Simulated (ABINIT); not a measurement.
**Quasiparticle gap of CsAuBr3 (I4/mmm) in ABINIT**

How does a plane-wave GW calculation on CsAuBr3 (I4/mmm) run from the first input to the gap?

Method: LDA and many-body steps on it, plane waves, in ABINIT 10.8.3.

Most raw output is cut from this account.

## (1) The structure

Symmetry: I4/mmm, No. 139, tetragonal system. The conventional cell has a = 7.759 Å, b = 7.759 Å, c = 11.308 Å, α = 90.00°, β = 90.00°, γ = 90.00°. Nearest to Cs lie 12 Br at 3.90 to 3.95 Å. Nearest to Au lie 4 Br at 2.44 Å. Nearest to Au lie 6 Br at 2.40 to 3.05 Å. Nearest to Br lie 2 Au at 2.44 to 3.05 Å and 4 Cs at 3.95 Å. Nearest to Br lie 2 Au at 2.40 to 3.25 Å and 4 Cs at 3.90 Å. Farther neighbours and most contacts between anions are not listed.

The cell and positions come from the Crystallography Open Database and are kept as given unless a step says otherwise. Spin-orbit coupling is left out unless a step names it.

## (2) Ground state

This step: ABINIT 10.8.3; DFT, LDA, plane waves, norm-conserving pseudopotentials.

The ground-state density comes first.

run.abi reads:

```
acell 3*1.0 Angstrom
rprim 
  -3.879600000000 3.879600000000 5.653950000000
  3.879600000000 -3.879600000000 5.653950000000
  3.879600000000 3.879600000000 -5.653950000000
ntypat 3
znucl 55 79 35
natom 10
typat 1 1 2 2 3 3 3 3 3 3
xred 
  0.750000000000 0.250000000000 0.500000000000
  0.250000000000 0.750000000000 0.500000000000
  0.000000000000 0.000000000000 0.000000000000
  0.500000000000 0.500000000000 0.000000000000
  0.222000000000 0.222000000000 0.444000000000
  0.222000000000 0.778000000000 0.000000000000
  0.778000000000 0.778000000000 0.556000000000
  0.778000000000 0.222000000000 0.000000000000
  0.712200000000 0.712200000000 0.000000000000
  0.287800000000 0.287800000000 0.000000000000
pp_dirpath "pseudos"
pseudos "Cs.upf, Au.upf, Br.upf"
ecut 28
ngkpt 4 4 4
nshiftk 1
shiftk 0 0 0
kptopt 1
chksymbreak 0
nband 58
occopt 1
tolvrs 1e-08
nstep 60
prtwf 0
optforces 0
optstress 0
indata_prefix "in"
outdata_prefix "out"
tmpdata_prefix "tmp"
```

On the command line:

```console
$ OMP_NUM_THREADS=1 mpirun -n 4 abinit run.abi > log
```

It took 5.6 min on 4 MPI ranks of Arm Neoverse V1, shared host; peak memory 0.78 GiB; 22 min of CPU time.

This step gave:

- total energy: -11891.1871 eV
- gap: 0.8942 eV
- k of the valence top: -0.25, 0.25, 0.25
- k of the conduction bottom: -0.25, 0.25, 0.25
- least direct gap: 0.8942 eV

The gap is direct, at (-0.250, 0.250, 0.250).

## (3) Bands along the symmetry lines

Levels along a band path, at the cheap level, show where the edges lie and whether the meshes to come will hold them.

Edit run.abi of step 2 so:

```diff
@@ -23,14 +23,45 @@
 ecut 28
-ngkpt 4 4 4
-nshiftk 1
-shiftk 0 0 0
-kptopt 1
-chksymbreak 0
-nband 58
-occopt 1
-tolvrs 1e-08
-nstep 60
+iscf -2
+irdden 1
+kptopt 0
+nkpt 31
+kpt 
+  0.00000000 0.00000000 0.00000000
+  0.00000000 0.00000000 0.16666667
+  0.00000000 0.00000000 0.33333333
+  0.00000000 0.00000000 0.50000000
+  0.08333333 0.08333333 0.41666667
+  0.16666667 0.16666667 0.33333333
+  0.25000000 0.25000000 0.25000000
+  0.16666667 0.33333333 0.16666667
+  0.08333333 0.41666667 0.08333333
+  0.00000000 0.50000000 0.00000000
+  0.00000000 0.33333333 0.00000000
+  0.00000000 0.16666667 0.00000000
+  0.00000000 0.00000000 0.00000000
+  0.16666667 0.16666667 -0.16666667
+  0.33333333 0.33333333 -0.33333333
+  0.50000000 0.50000000 -0.50000000
+  0.45590303 0.54409697 -0.45590303
+  0.41180605 0.58819395 -0.41180605
+  0.36770908 0.63229092 -0.36770908
+  -0.36770908 0.36770908 0.36770908
+  -0.24513939 0.24513939 0.24513939
+  -0.12256969 0.12256969 0.12256969
+  0.00000000 0.00000000 0.00000000
+  0.00000000 0.00000000 0.50000000
+  -0.07847272 0.07847272 0.50000000
+  -0.15694545 0.15694545 0.50000000
+  -0.23541817 0.23541817 0.50000000
+  0.50000000 0.50000000 -0.23541817
+  0.50000000 0.50000000 -0.32361211
+  0.50000000 0.50000000 -0.41180606
+  0.50000000 0.50000000 -0.50000000
+istwfk *1
+nband 56
+nbdbuf 2
+tolwfr 1e-08
+nstep 40
 prtwf 0
-optforces 0
-optstress 0
+prtvol 0
 indata_prefix "in"
```

It took 6.7 min on 4 MPI ranks; peak memory 0.86 GiB; 27 min of CPU time.

This step gave:

```
gap                        : 0.8841 eV
k of the valence top       : -0.2451, 0.2451, 0.2451
k of the conduction bottom : -0.2451, 0.2451, 0.2451
least direct gap           : 0.8841 eV
```

The gap is 0.884 eV, −0.010 eV from the run before at this level.

Electronic bands along the path, in eV, zero at the top of the highest filled band:

```csv
point,band 46,band 47,band 48,band 49,band 50,band 51,band 52,band 53
Γ,-0.71,-0.51,-0.38,-0.38,1.77,2.89,4.25,4.81
X,-0.90,-0.72,-0.64,-0.41,1.88,4.41,5.56,5.71
P,-0.93,-0.72,-0.62,-0.62,1.70,4.19,5.11,6.09
N,-0.74,-0.72,-0.52,-0.06,0.89,3.60,3.83,5.39
Γ,-0.71,-0.51,-0.38,-0.38,1.77,2.89,4.25,4.81
M,-1.00,-0.54,-0.54,-0.52,1.77,4.33,5.35,5.79
S,-0.65,-0.58,-0.54,-0.52,1.31,4.44,4.54,5.67
jump to S0,-0.65,-0.58,-0.54,-0.52,1.31,4.44,4.54,5.67
Γ,-0.71,-0.51,-0.38,-0.38,1.77,2.89,4.25,4.81
jump to X,-0.90,-0.72,-0.64,-0.41,1.88,4.41,5.56,5.71
R,-0.69,-0.59,-0.51,-0.40,1.28,4.60,4.70,5.97
jump to G,-0.69,-0.59,-0.51,-0.40,1.28,4.60,4.70,5.97
M,-1.00,-0.54,-0.54,-0.52,1.77,4.33,5.35,5.79
```

## (4) Empty states on the mesh, 2×2×2 mesh, 255 bands

The sums over transitions need many empty states on a uniform mesh; this step solves for them.

run.abi reads:

```
acell 3*1.0 Angstrom
rprim 
  -3.879600000000 3.879600000000 5.653950000000
  3.879600000000 -3.879600000000 5.653950000000
  3.879600000000 3.879600000000 -5.653950000000
ntypat 3
znucl 55 79 35
natom 10
typat 1 1 2 2 3 3 3 3 3 3
xred 
  0.750000000000 0.250000000000 0.500000000000
  0.250000000000 0.750000000000 0.500000000000
  0.000000000000 0.000000000000 0.000000000000
  0.500000000000 0.500000000000 0.000000000000
  0.222000000000 0.222000000000 0.444000000000
  0.222000000000 0.778000000000 0.000000000000
  0.778000000000 0.778000000000 0.556000000000
  0.778000000000 0.222000000000 0.000000000000
  0.712200000000 0.712200000000 0.000000000000
  0.287800000000 0.287800000000 0.000000000000
pp_dirpath "pseudos"
pseudos "Cs.upf, Au.upf, Br.upf"
ecut 28
ngkpt 2 2 2
nshiftk 1
shiftk 0 0 0
kptopt 1
chksymbreak 0
iscf -2
irdden 1
istwfk *1
nband 255
nbdbuf 22
tolwfr 1e-09
nstep 60
prtvol 0
indata_prefix "in"
outdata_prefix "out"
tmpdata_prefix "tmp"
```

Run time: 5.2 min. Hardware: 4 MPI ranks; peak memory 0.72 GiB; 21 min of CPU time.

Numbers from this step:

| Property | Result |
| --- | --- |
| gap | 0.9502 eV |
| k of the valence top | 0.5, 0, 0 |
| k of the conduction bottom | 0.5, 0, 0 |
| least direct gap | 0.9502 eV |
| k points computed | 4 |
| lowest point of the top converged band, above the valence top | 33.70 eV |

On this mesh the gap is 0.950 eV. The earlier step found 0.894 eV, so this mesh misses an edge.

## (5) Screening, 2×2×2 mesh, 233 bands, screening to 89.8 eV

The RPA dielectric matrix is built and inverted for each q.

This step: RPA screening on LDA, plane waves, norm-conserving pseudopotentials.

Edit run.abi of step 4 so:

```diff
@@ -28,10 +28,11 @@
 chksymbreak 0
-iscf -2
-irdden 1
 istwfk *1
-nband 255
-nbdbuf 22
-tolwfr 1e-09
-nstep 60
-prtvol 0
+occopt 1
+irdwfk 1
+optdriver 3
+nband 233
+ecuteps 3.3
+inclvkb 2
+awtr 1
+symchi 1
 indata_prefix "in"
```

Elapsed: 9.2 min, on 4 MPI ranks; peak memory 11 GiB.

Numbers from this step:

```
ε∞ with local fields, on this mesh, along the program's q direction : 21.26
the same without local fields                                       : 25.75
plasma frequency                                                    : 19.92 eV
plane waves in the screening matrix                                 : 641
```

Local fields lower ε∞ by 17 %. On a Γ-centred mesh this coarse the value itself is usually too large, while a short band sum pulls it down.

## (6) Self-energy, 2×2×2 mesh, 233 bands, screening to 89.8 eV

The self-energy is evaluated for the states that the input lists, and the levels follow from it, in one-shot runs by the linearised quasiparticle equation.

This step: G0W0 on LDA, plane waves, norm-conserving pseudopotentials.

Edit run.abi of step 5 so:

```diff
@@ -31,8 +31,17 @@
 irdwfk 1
-optdriver 3
+optdriver 4
 nband 233
+gwcalctyp 0
+ecutsigx 28
+symsigma 1
+nkptgw 2
+kptgw 
+  0.5000000000 0.0000000000 0.0000000000
+  0.0000000000 0.0000000000 0.0000000000
+bdgw 
+  48 51
+  48 51
 ecuteps 3.3
-inclvkb 2
-awtr 1
-symchi 1
+irdscr 1
+ppmodel 1
 indata_prefix "in"
```

Run time: 87 s. Hardware: 4 MPI ranks; peak memory 8.3 GiB.

This step gave:

```yaml
g0w0_gap_on_the_points_computed: 1.696 eV
starting_gap_on_the_mesh: 0.9502 eV
k_of_the_valence_top: 0.5, 0, 0
k_of_the_conduction_bottom: 0.5, 0, 0
z_at_the_valence_top: 0.779
z_at_the_conduction_bottom: 0.783
least_direct_g0w0_gap_on_the_computed_points: 1.696 eV
```

The gap on the mesh goes from 0.95 eV to 1.70 eV, a correction of +0.75 eV. The start differs from the 0.89 eV found before because the two sample other k points.

Limits: finite bands, cutoff and mesh; d shell near the gap, gap tends to lie low; no spin-orbit coupling; coarse k mesh. v1 is the top filled band, c1 the lowest empty one. The levels before and after the correction (eV, zero at the valence-band top of each column):

```csv
,conduction bottom,valence top
Kohn-Sham,0.95,0.00
G0W0,1.70,0.00
```

```csv
,level,energy (eV)
Kohn-Sham,(0.5 0 0) v2,-0.460
Kohn-Sham,(0.5 0 0) v1,0.000
Kohn-Sham,(0.5 0 0) c1,0.950
Kohn-Sham,(0.5 0 0) c2,3.662
G0W0,(0.5 0 0) v2,-0.839
G0W0,(0.5 0 0) v1,0.000
G0W0,(0.5 0 0) c1,1.696
G0W0,(0.5 0 0) c2,4.608
```

## (7) Where the time went

Times are wall times on 4 MPI ranks of Arm Neoverse V1, shared host, good to a factor of about two.

```csv
step,time,share,memory (GiB)
ground state,5.6 min,20 %,0.78
bands along the symmetry lines,6.7 min,24 %,0.86
empty states on the mesh,5.2 min,18 %,0.72
screening,9.2 min,33 %,11
self-energy,87 s,5 %,8.3
```

## (8) Outcome

- LDA gap: 0.88 eV, direct
- G0W0 gap on the mesh: 1.70 eV
- G0W0 gap over the zone (rigid shift): 1.63 eV
- GW settings: 2×2×2 mesh, 233 bands, screening to 89.8 eV, Godby-Needs plasmon pole
- known limits: not at the basis limit; d shell near the gap, gap tends to lie low; no spin-orbit coupling; coarse k mesh

**Reading.** G0W0 moves the gap on the mesh from 0.95 eV to 1.70 eV (+0.75 eV), with Z of 0.78 and 0.78 at the edges. The mesh misses the band edges by 0.07 eV in all; a rigid shift gives 1.63 eV for the zone. Local fields lower the RPA ε∞ on this mesh from 25.75 to 21.26; a Γ-centred mesh this coarse tends to raise both, most where the direct gap is narrow, while a short band sum lowers them. Only 2 of the mesh's irreducible points were corrected, so a valley elsewhere could overtake. Bands and cutoff are finite, so the gap is not at the basis limit. The miss can reach some tenths of an eV and take either sign; the mesh is an error of its own. In the G0W0 run levels were corrected at 2 k points alone, so a gap called «on the mesh» is the least over those, and an edge elsewhere would be missed. A denser mesh or path gives a starting gap of 0.88 eV: the GW mesh misses a band edge, so its gaps are not the fundamental one. The 2×2×2 mesh is coarse for this cell, which bears on the long-range parts of exchange and screening. A d shell, filled or nearly so, lies near the gap. One-shot GW converges very slowly in bands there, not always from below, and on a semilocal start the gap tends to come out low; starts rich in exact exchange can overshoot instead. The many-body steps are scalar-relativistic: spin-orbit coupling is not in them.

[Paths, hosts, dates, memory and timing lines, banners, echoed tables and standing remarks are left out of the program output.]

[Logs are printed without paths, hosts, clocks, repeated set-up lines and the standing remarks that a program may print on its own settings, such as how far it seeks lower states.]

[Runs of the session that timed out or met a known fault of the program may be left out.]

[Hosts, paths, dates, database ids (printed as entryN), source tags and the programs' standing remarks are cut or masked in the printed files.]

[G0W0 gaps are taken among the corrected bands and points alone; a level outside them can change the order at an edge.]

[Where Ansatz stands beside ABINIT at settings called matched, ABINIT's density can come from a denser mesh and the files from another edition; pairs whose starting gaps differed by over 0.03 eV were left out, so agreement reads better than it is.]
